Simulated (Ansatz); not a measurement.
# How fast states decay through LuCuSeS, part 3 of 3

Wanted: the relaxed cell of LuCuSeS, its band edges and its decay constants. It is built by putting Se for part of the S in the LuCuS2 structure of space group P3m1, with the volume rescaled by atomic radii. The parent structure comes from the Materials Project.

Ansatz 0.2.0; PBE DFT, plane waves, PAW files (the session's first sound run).

So far, gap on the k-mesh (eV): step 3 (band edges) 1.21.

The structure was built from a prototype and need not be the compound's stable phase.

## 6. Decaying states in the gap, plane (101), k-mesh 8×8×8

Level of this step: PBE DFT, plane waves, PAW files; complex bands by layer matching along the plane's normal (Ansatz).

The same for the (101) plane, at (0, 0), (-0.5, -0.5) and (0.5, 0), to see how the decay depends on direction.

The input, input.yaml:

```yaml
crystal:
  lattice:
    - [7.432295611, 0.0, 0.0]
    - [1.032484111, 3.779078037, 0.0]
    - [2.064968221, 1.466410641, 2.988812528]
  atoms:
    - { symbol: Lu, position: [0.982423472, 0.3333333333, 0.3509098613] }
    - { symbol: Cu, position: [0.6166286781, 0.6666666667, 0.0500379886] }
    - { symbol: Se, position: [0.2293123069, 0.6666666667, 0.4373543598] }
    - { symbol: S, position: [0.728635543, 0.0, 0.271364457] }
kpoints:
  mp_grid: { grid: [8, 8, 8] }
scf:
  occupations: { method: fixed }
hamiltonian:
  xc: pbe
output:
  eigenvalues: true
  transmission:
    leads: [[0, 0]]
    kpoints: [[0.0, 0.0], [-0.5, -0.5], [0.5, 0.0]]
    e_range: [-1.0, 2.21]
    de: 0.06
```

Run with:

```sh
ansatz run input.yaml --threads 2 --pin off --max-ram 4096MiB --backend cpu --events-out ev --progress --plain --runs-dir out
```

Numbers of over 12 decimals in the logs are rounded to 6 here.

The program printed:

```text
[...]
Crystal: 4 atoms, lattice volume = 83.947 Å³
Basis set: ecut = 420 eV, 1653 PW (Γ)
Bands: 40, of which v1, the nominal top of the filled ones, is band 33 counted from 1 (32 counted from 0)
Symmetry: 6 space group operations
[...]
k-points: 65 of 512 (time reversal used)
[...]
SCF iter   1: F=—  HF=-27733.675322 eV  |F-HF|=—  |Δ(HF+E_count)|=         —  Δρ=1.54e-3  dr2=1.43e-3  ethr=1.77e-3  ⟨swp⟩=5.2  Hψ=10312  notcnv=0  defer=297
[...]
SCF iter   8: F=-27733.674099 eV  HF=-27733.674099 eV  |F-HF|=4.48e-8  |Δ(HF+E_count)|=   9.87e-8  Δρ=1.09e-5  dr2=8.92e-8  ethr=1.52e-10  ⟨swp⟩=11.8  Hψ=14314  notcnv=0
SCF 1 converged in 8 iterations: F = -27733.674099 eV  dr2 = 8.92e-8
[...]
transmission: 6 of 18 steps passed
transmission: 12 of 18 steps passed
transmission: 18 of 18 steps passed
SCF converged after 8 iterations
Free energy (F): -27733.674099 eV
[...]
Internal energy: -27733.674099 eV  (E = F + TS)
E sigma→0 (E₀):  -27733.674099 eV
Fermi energy:    10.793789 eV
[...]
--- Band table (eV; the first three rows and the last of 65) ---
  k-point 0: bands = [... 29 lower, 9.1616, 10.5398, 10.7938, 10.7938, 12.1498, 13.2853, 13.3683, 13.3683, ... 3 higher]
  k-point 1: bands = [... 29 lower, 9.1694, 9.8177, 10.5053, 10.5741, 12.6442, 13.2468, 13.6948, 13.8222, ... 3 higher]
  k-point 2: bands = [... 29 lower, 9.1030, 9.2015, 10.2109, 10.2596, 12.5219, 13.4754, 14.3106, 14.6006, ... 3 higher]
  k-point 64: bands = [... 29 lower, 9.4941, 9.5226, 10.3213, 10.3213, 12.4720, 13.2568, 13.2568, 14.5054, ... 3 higher]
--- Transmission ---
  basis      : 249 plane waves across, 6 finite elements along
  points     : 3, as listed
[...]
crystal 0  : Cu1S1Lu1Se1, at the sites [0, 0], period 2.9888 Å: whole cells are its period
[...]
channels       : 0.000000e0 a spin
[...]
slowest decay  : 0.1188 /Å at (0.0000, 0.0000)
```

Wall time 71 s (2 threads of Arm Neoverse V2, shared host); peak memory 0.74 GiB; 1.9 min of CPU time.

This step gave:

| Item | Value |
| --- | --- |
| free energy | -27733.6741 eV |
| gap on the k-mesh | 1.214 eV |
| level to which the leads are filled | 0.6068 eV from the Fermi level |
| decay constant at the filling level, zone centre | 0.1188 Å⁻¹ |
| decay constant at the filling level, slowest listed point | 0.1188 Å⁻¹ |

K parallel (0, 0); values up to 1.5 1/Å, a degenerate pair printed once or twice; energies at which all values exceed this have no row. The Im kz of the slowest decaying states by energy, zero at the highest filled level on the SCF mesh:

```tsv
energy (eV)	decay 1 (Å⁻¹)	decay 2 (Å⁻¹)	decay 3 (Å⁻¹)	decay 4 (Å⁻¹)
-1.00	0.233	0.291	0.357	0.377
-0.88	0.128	0.214	0.298	0.306
-0.76	0.217	0.320	0.640	0.682
-0.64	0.293	0.331	0.639	0.681
-0.52	0.32	0.342	0.597	0.710
-0.34	0.339	0.364	0.518	0.732
-0.22	0.117	0.346	0.415	0.735
-0.10	0.300	0.349	0.408	0.734
0.02	0.0294	0.0719	0.330	0.350
0.14	0.0727	0.182	0.339	0.350
0.26	0.0933	0.237	0.344	0.348
0.38	0.106	0.274	0.344	0.346
0.50	0.114	0.301	0.340	0.347
0.68	0.120	0.329	0.331	0.346
0.80	0.119	0.324	0.341	0.344
0.92	0.115	0.316	0.342	0.350
1.04	0.105	0.311	0.339	0.354
1.16	0.0896	0.210	0.332	0.334
1.28	0.0603	0.329	0.351	0.355
1.40	0.323	0.351	0.353	0.395
1.52	0.315	0.344	0.349	0.375
1.70	0.299	0.328	0.337	0.341
1.82	0.286	0.314	0.317	0.328
1.94	0.0546	0.270	0.293	0.296
2.06	0.115	0.248	0.274	0.274
2.18	0.130	0.220	0.246	0.258
```

K parallel (0, 0). The Re kz of states that move upwards by energy, zero at the highest filled level on the SCF mesh:

```tsv
energy (eV)	channel 1 (Å⁻¹)	channel 2 (Å⁻¹)	channel 3 (Å⁻¹)
-1.00	-0.269	-	-
-0.88	-0.240	-	-
-0.76	-0.819	-0.720	-0.212
-0.70	-0.689	-0.641	-0.199
-0.58	-0.566	-0.523	-0.172
-0.46	-0.459	-0.430	-0.143
-0.34	-0.346	-0.333	-0.106
-0.22	-0.263	-0.152	-
-0.10	-0.168	-0.0722	-
-0.04	-0.104	-0.0432	-
0.02	-	-	-
0.08	-	-	-
0.20	-	-	-
0.32	-	-	-
0.44	-	-	-
0.56	-	-	-
0.62	-	-	-
0.74	-	-	-
0.86	-	-	-
0.98	-	-	-
1.10	-	-	-
1.22	-0.983	-	-
1.28	-0.846	-	-
1.40	-0.728	0.0498	-
1.52	-0.647	0.105	-
1.64	-0.576	0.153	-
1.76	-0.506	0.208	-
1.88	-0.419	0.288	-
1.94	-	-	-
2.06	-	-	-
2.18	-	-	-
```

K parallel (-0.5, -0.5); values up to 1.5 1/Å, a degenerate pair printed once or twice; energies at which all values exceed this have no row. Table of Im kz of the slowest decaying states by energy, zero at the highest filled level on the SCF mesh:

```tsv
energy (eV)	decay 1 (Å⁻¹)	decay 2 (Å⁻¹)	decay 3 (Å⁻¹)	decay 4 (Å⁻¹)
-1.000	0.134	0.400	0.693	0.705
-0.820	0.0701	0.200	0.418	0.566
-0.580	0.146	0.164	0.242	0.359
-0.400	0.185	0.199	0.262	0.343
-0.220	0.209	0.221	0.275	0.330
0.020	0.231	0.235	0.287	0.313
0.200	0.240	0.292	0.298	0.578
0.380	0.234	0.249	0.281	0.295
0.620	0.216	0.253	0.255	0.295
0.800	0.191	0.226	0.257	0.293
0.980	0.151	0.192	0.257	0.288
1.220	0.122	0.255	0.280	0.493
1.400	0.251	0.270	0.481	0.677
1.580	0.245	0.259	0.470	0.675
1.820	0.235	0.240	0.456	0.67
2.000	0.224	0.225	0.446	0.666
```

K parallel (0.5, 0); values up to 1.5 1/Å, a degenerate pair printed once or twice; energies at which all values exceed this have no row. Im kz of the slowest decaying states against energy, zero at the highest filled level on the SCF mesh:

```tsv
energy (eV)	decay 1 (Å⁻¹)	decay 2 (Å⁻¹)	decay 3 (Å⁻¹)	decay 4 (Å⁻¹)
-1.00	0.136	0.252	0.405	0.594
-0.88	0.144	0.301	0.405	0.627
-0.76	0.138	0.352	0.404	0.649
-0.64	0.174	0.404	0.409	0.665
-0.52	0.202	0.404	0.486	0.669
-0.34	0.126	0.157	0.231	0.402
-0.22	0.161	0.208	0.245	0.401
-0.10	0.183	0.242	0.257	0.399
0.02	0.197	0.266	0.266	0.397
0.14	0.207	0.274	0.285	0.395
0.26	0.213	0.280	0.299	0.393
0.38	0.216	0.286	0.309	0.390
0.50	0.217	0.291	0.316	0.386
0.68	0.214	0.297	0.323	0.379
0.80	0.209	0.301	0.324	0.373
0.92	0.202	0.306	0.324	0.365
1.04	0.193	0.313	0.321	0.353
1.16	0.181	0.317	0.326	0.328
1.28	0.165	0.250	0.311	0.340
1.40	0.144	0.302	0.328	0.377
1.52	0.114	0.292	0.313	0.380
1.70	0.273	0.287	0.364	0.424
1.82	0.256	0.268	0.355	0.438
1.94	0.0618	0.236	0.250	0.347
2.06	0.109	0.212	0.236	0.339
2.18	0.119	0.182	0.225	0.331
```

At the listed wavevectors the last open channel is at -0.04 eV and the next at +1.22 eV on the grid. At +0.62 eV, the grid energy nearest the filling level (the middle of the gap on the SCF mesh), the slowest state at the listed wavevectors decays with κ = 0.119 Å⁻¹, its amplitude falling by e over 8.4 Å; the first such run, plane (001), gave 0.154 Å⁻¹.

## 7. Band edges at another level

This step: LDA DFT, plane waves, PAW files (Ansatz 0.2.0).

The edges again with LDA, at the same atoms.

The input, input.yaml:

```yaml
crystal:
  lattice:
    - [3.9175827045, 0.0, 0.0]
    - [-1.9587913523, 3.3927261436, 0.0]
    - [0.0, 0.0, 6.315976869]
  atoms:
    - { symbol: Lu, position: [0.3333333333, 0.6666666667, 0.017576528] }
    - { symbol: Cu, position: [0.6666666667, 0.3333333333, 0.3833713219] }
    - { symbol: Se, position: [0.6666666667, 0.3333333333, 0.7706876931] }
    - { symbol: S, position: [0.0, 0.0, 0.271364457] }
kpoints:
  mp_grid: { grid: [8, 8, 4] }
  band_path: { path: [VBM, CBM], npoints: 30 }
scf:
  occupations: { method: fixed }
hamiltonian:
  xc: lda
output:
  eigenvalues: true
```

The program printed:

```text
[...]
Crystal: 4 atoms, lattice volume = 83.947 Å³
Basis set: ecut = 420 eV, 1653 PW (Γ)
Bands: 40, of which v1, the nominal top of the filled ones, is band 33 counted from 1 (32 counted from 0)
Symmetry: 6 space group operations
[...]
k-points: 35 of 256 (time reversal used)
[...]
SCF iter   1: F=—  HF=-27306.500798 eV  |F-HF|=—  |Δ(HF+E_count)|=         —  Δρ=1.19e-2  dr2=7.26e-2  ethr=1.77e-3  ⟨swp⟩=5.1  Hψ=5544  notcnv=0  defer=159
[...]
SCF iter   9: F=-27306.483865 eV  HF=-27306.483865 eV  |F-HF|=6.11e-10  |Δ(HF+E_count)|=   1.10e-8  Δρ=3.81e-6  dr2=1.59e-8  ethr=1.52e-10  ⟨swp⟩=10.4  Hψ=8110  notcnv=0
SCF 1 converged in 9 iterations: F = -27306.483865 eV  dr2 = 1.59e-8
[...]
SCF converged after 9 iterations
Free energy (F): -27306.483865 eV
[...]
Internal energy: -27306.483865 eV  (E = F + TS)
E sigma→0 (E₀):  -27306.483865 eV
Fermi energy:    10.463711 eV
[...]
--- Band table (eV; the first three rows and the last of 35) ---
  k-point 0: bands = [... 29 lower, 8.8040, 10.2109, 10.4637, 10.4637, 11.6899, 12.8265, 12.9280, 12.9280, ... 3 higher]
  k-point 1: bands = [... 29 lower, 8.9465, 9.5349, 10.2437, 10.2437, 11.9608, 12.8667, 12.8667, 13.4606, ... 3 higher]
  k-point 2: bands = [... 29 lower, 9.1400, 9.1400, 9.9787, 9.9787, 12.0237, 12.8170, 12.8170, 14.0904, ... 3 higher]
  k-point 34: bands = [... 29 lower, 8.2835, 8.6408, 8.8962, 9.2251, 12.6599, 13.7894, 14.1598, 14.8303, ... 3 higher]
```

The job ended after 22 s (2 threads; peak memory 0.4 GiB).

Numbers from this step:

```
free energy        : -27306.4839 eV
Fermi energy       : 10.46 eV
gap on the k-mesh  : 1.118 eV
gap on path        : 1.118 eV, by band count; negative where bands overlap
direct gap on path : 1.226 eV
```

The electronic bands at the labelled points (eV, zero at the Fermi level (highest filled level under fixed occupations); v1 is the highest filled band, c1 the lowest empty one):

```tsv
point	v4	v3	v2	v1	c1	c2	c3	c4
VBM	-1.66	-0.25	0.00	0.00	1.23	2.36	2.46	2.46
halfway	-1.62	-1.40	-1.17	-1.09	1.51	2.90	3.54	3.95
CBM	-2.11	-2.09	-0.87	-0.81	1.12	2.95	3.80	4.36
```

The searched edges give 1.12 eV, as on the mesh.

For the gap on the k-mesh, step 3 gave 1.21 eV; this run, with LDA, gives 1.12 eV.

## 8. Complex bands at another level

This step: LDA DFT, plane waves, PAW files; complex bands by layer matching along the plane's normal (Ansatz 0.2.0).

The complex bands at that level, over its own gap, at (0, 0) and (-0.5, 0).

The input, input.yaml:

```yaml
crystal:
  lattice:
    - [3.917582705, 0.0, 0.0]
    - [1.958791352, 3.392726144, 0.0]
    - [0.0, 0.0, 6.315976869]
  atoms:
    - { symbol: Lu, position: [0.6666666667, 0.6666666667, 0.017576528] }
    - { symbol: Cu, position: [0.3333333333, 0.3333333333, 0.3833713219] }
    - { symbol: Se, position: [0.3333333333, 0.3333333333, 0.7706876931] }
    - { symbol: S, position: [0.0, 0.0, 0.271364457] }
kpoints:
  mp_grid: { grid: [8, 8, 4] }
scf:
  occupations: { method: fixed }
hamiltonian:
  xc: lda
output:
  eigenvalues: true
  transmission:
    leads: [[0, 0]]
    kpoints: [[0.0, 0.0], [-0.5, 0.0]]
    e_range: [-1.0, 2.12]
    de: 0.06
```

The program printed:

```text
[...]
Crystal: 4 atoms, lattice volume = 83.947 Å³
Basis set: ecut = 420 eV, 1653 PW (Γ)
Bands: 40, of which v1, the nominal top of the filled ones, is band 33 counted from 1 (32 counted from 0)
Symmetry: 6 space group operations
[...]
k-points: 35 of 256 (time reversal used)
[...]
SCF iter   1: F=—  HF=-27306.500801 eV  |F-HF|=—  |Δ(HF+E_count)|=         —  Δρ=1.19e-2  dr2=7.26e-2  ethr=1.77e-3  ⟨swp⟩=5.1  Hψ=5544  notcnv=0  defer=159
[...]
SCF iter   9: F=-27306.483865 eV  HF=-27306.483865 eV  |F-HF|=6.77e-10  |Δ(HF+E_count)|=   1.10e-8  Δρ=3.81e-6  dr2=1.59e-8  ethr=1.52e-10  ⟨swp⟩=10.4  Hψ=8102  notcnv=0
SCF 1 converged in 9 iterations: F = -27306.483865 eV  dr2 = 1.59e-8
[...]
transmission: 9 of 18 steps passed
transmission: 18 of 18 steps passed
SCF converged after 9 iterations
Free energy (F): -27306.483865 eV
[...]
Internal energy: -27306.483865 eV  (E = F + TS)
E sigma→0 (E₀):  -27306.483865 eV
Fermi energy:    10.463711 eV
[...]
--- Band table (eV; the first three rows and the last of 35) ---
  k-point 0: bands = [... 29 lower, 8.8040, 10.2109, 10.4637, 10.4637, 11.6899, 12.8265, 12.9280, 12.9280, ... 3 higher]
  k-point 1: bands = [... 29 lower, 8.9465, 9.5349, 10.2437, 10.2437, 11.9608, 12.8667, 12.8667, 13.4606, ... 3 higher]
  k-point 2: bands = [... 29 lower, 9.1400, 9.1400, 9.9787, 9.9787, 12.0237, 12.8170, 12.8170, 14.0904, ... 3 higher]
  k-point 34: bands = [... 29 lower, 8.2835, 8.6408, 8.8962, 9.2251, 12.6599, 13.7894, 14.1598, 14.8303, ... 3 higher]
--- Transmission ---
  basis      : 121 plane waves across, 9 finite elements along
  points     : 2, as listed
[...]
channels       : 0.000000e0 a spin
[...]
slowest decay  : 0.1410 /Å at (0.0000, 0.0000)
```

Wall time 16 s (2 threads); peak memory 0.46 GiB; 24 s of CPU time.

This step gave:

```yaml
level_to_which_the_leads_are_filled: 0.5590 eV from the Fermi level
decay_constant_at_the_filling_level_zone_centre: 0.141 Å⁻¹
decay_constant_at_the_filling_level_slowest_listed_point: 0.141 Å⁻¹
```

K parallel (0, 0); values up to 1.5 1/Å, a degenerate pair printed once or twice; energies at which all values exceed this have no row. The Im kz of the slowest decaying states by energy, zero at the highest filled level on the SCF mesh:

```tsv
energy (eV)	decay 1 (Å⁻¹)	decay 2 (Å⁻¹)	decay 3 (Å⁻¹)	decay 4 (Å⁻¹)
-1.00	0.183	0.831	0.883	0.940
-0.88	0.185	0.830	0.874	0.953
-0.76	0.172	0.829	0.866	0.967
-0.64	0.141	0.826	0.857	0.982
-0.52	0.0729	0.823	0.848	0.998
-0.40	0.819	0.838	1.02	-
-0.28	0.814	0.829	1.04	-
-0.10	0.0840	0.805	0.814	1.08
0.02	0.0688	0.107	0.798	0.804
0.14	0.122	0.175	0.790	0.793
0.26	0.132	0.231	0.781	0.783
0.38	0.138	0.271	0.771	0.772
0.50	0.141	0.301	0.760	0.761
0.62	0.140	0.326	0.747	0.749
0.74	0.137	0.346	0.732	0.737
0.86	0.129	0.363	0.715	0.725
0.98	0.115	0.377	0.694	0.712
1.10	0.0909	0.389	0.669	0.699
1.22	0.0222	0.399	0.638	0.685
1.40	0.411	0.566	0.662	0.771
1.52	0.418	0.473	0.645	0.729
1.64	0.329	0.423	0.625	0.684
1.76	0.381	0.428	0.594	0.637
1.88	0.264	0.433	0.563	0.583
2.00	0.199	0.438	0.520	0.603
2.12	0.153	0.440	0.445	0.626
```

K parallel (-0.5, 0); values up to 1.5 1/Å, a degenerate pair printed once or twice; energies at which all values exceed this have no row. The Im kz of the slowest decaying states by energy, zero at the highest filled level on the SCF mesh:

```tsv
energy (eV)	decay 1 (Å⁻¹)	decay 2 (Å⁻¹)	decay 3 (Å⁻¹)	decay 4 (Å⁻¹)
-1.00	0.558	0.823	1.17	1.35
-0.82	0.123	0.548	0.896	1.20
-0.70	0.0843	0.216	0.541	0.984
-0.52	0.132	0.296	0.531	1.05
-0.40	0.153	0.333	0.524	1.02
-0.22	0.175	0.377	0.511	0.992
-0.04	0.191	0.410	0.497	0.917
0.02	0.196	0.420	0.492	0.867
0.08	0.199	0.428	0.487	0.832
0.26	0.207	0.451	0.470	0.756
0.38	0.210	0.457	0.463	0.715
0.56	0.210	0.435	0.478	0.658
0.74	0.203	0.409	0.490	0.602
0.86	0.190	0.388	0.497	0.563
1.04	0.134	0.354	0.494	0.504
1.16	0.330	0.431	0.507	1.12
1.34	0.288	0.298	0.511	1.11
1.52	0.277	0.352	0.512	1.10
1.64	0.266	0.368	0.512	1.10
1.82	0.252	0.380	0.510	1.09
1.94	0.243	0.382	0.508	1.08
2.12	0.228	0.380	0.503	1.06
```

At the listed wavevectors the last open channel is at -0.04 eV and the next at +1.16 eV on the grid. At +0.56 eV, the grid energy nearest the filling level (the middle of the gap on the SCF mesh), the slowest state at the listed wavevectors decays with κ = 0.141 Å⁻¹, its amplitude falling by e over 7.1 Å; the first such run, plane (001), gave 0.154 Å⁻¹ over as many of its listed wavevectors.

## 9. Summary of results

```yaml
band_gap: 1.21 eV
least_decay_constant_at_mid_gap_normal_to_001: 0.154 Å⁻¹
least_decay_constant_at_mid_gap_normal_to_101: 0.119 Å⁻¹
least_decay_constant_on_a_mesh_normal_to_001: 0.154 Å⁻¹
least_decay_constant_lda: 0.141 Å⁻¹
```

With PBE, the slowest decay at the wavevectors tried is κ = 0.119 Å⁻¹, normal to (101). Through such a film the transmission near mid-gap falls as exp(−2κd), a factor of ten every 9.7 Å. The decay depends on direction: 1.3 times faster normal to (001). A free electron under a barrier of half the gap would need a mass of 0.089 mₑ to decay at this rate. With LDA the gap goes from 1.21 to 1.12 eV and the decay constant, over the first 2 listed wavevectors, from 0.154 to 0.141 Å⁻¹. The compound is made up by substitution; its stability against other phases and against distortions of the cell's symmetry was not tested. A semilocal functional narrows gaps, so real decay constants are likely larger.

[Logs are printed without paths, hosts, clocks, repeated set-up lines and the standing remarks that a program may print on its own settings, such as how far it seeks lower states.]

[Hosts, paths, dates, database ids (printed as entryN), source tags and the programs' standing remarks are cut or masked in the printed files.]
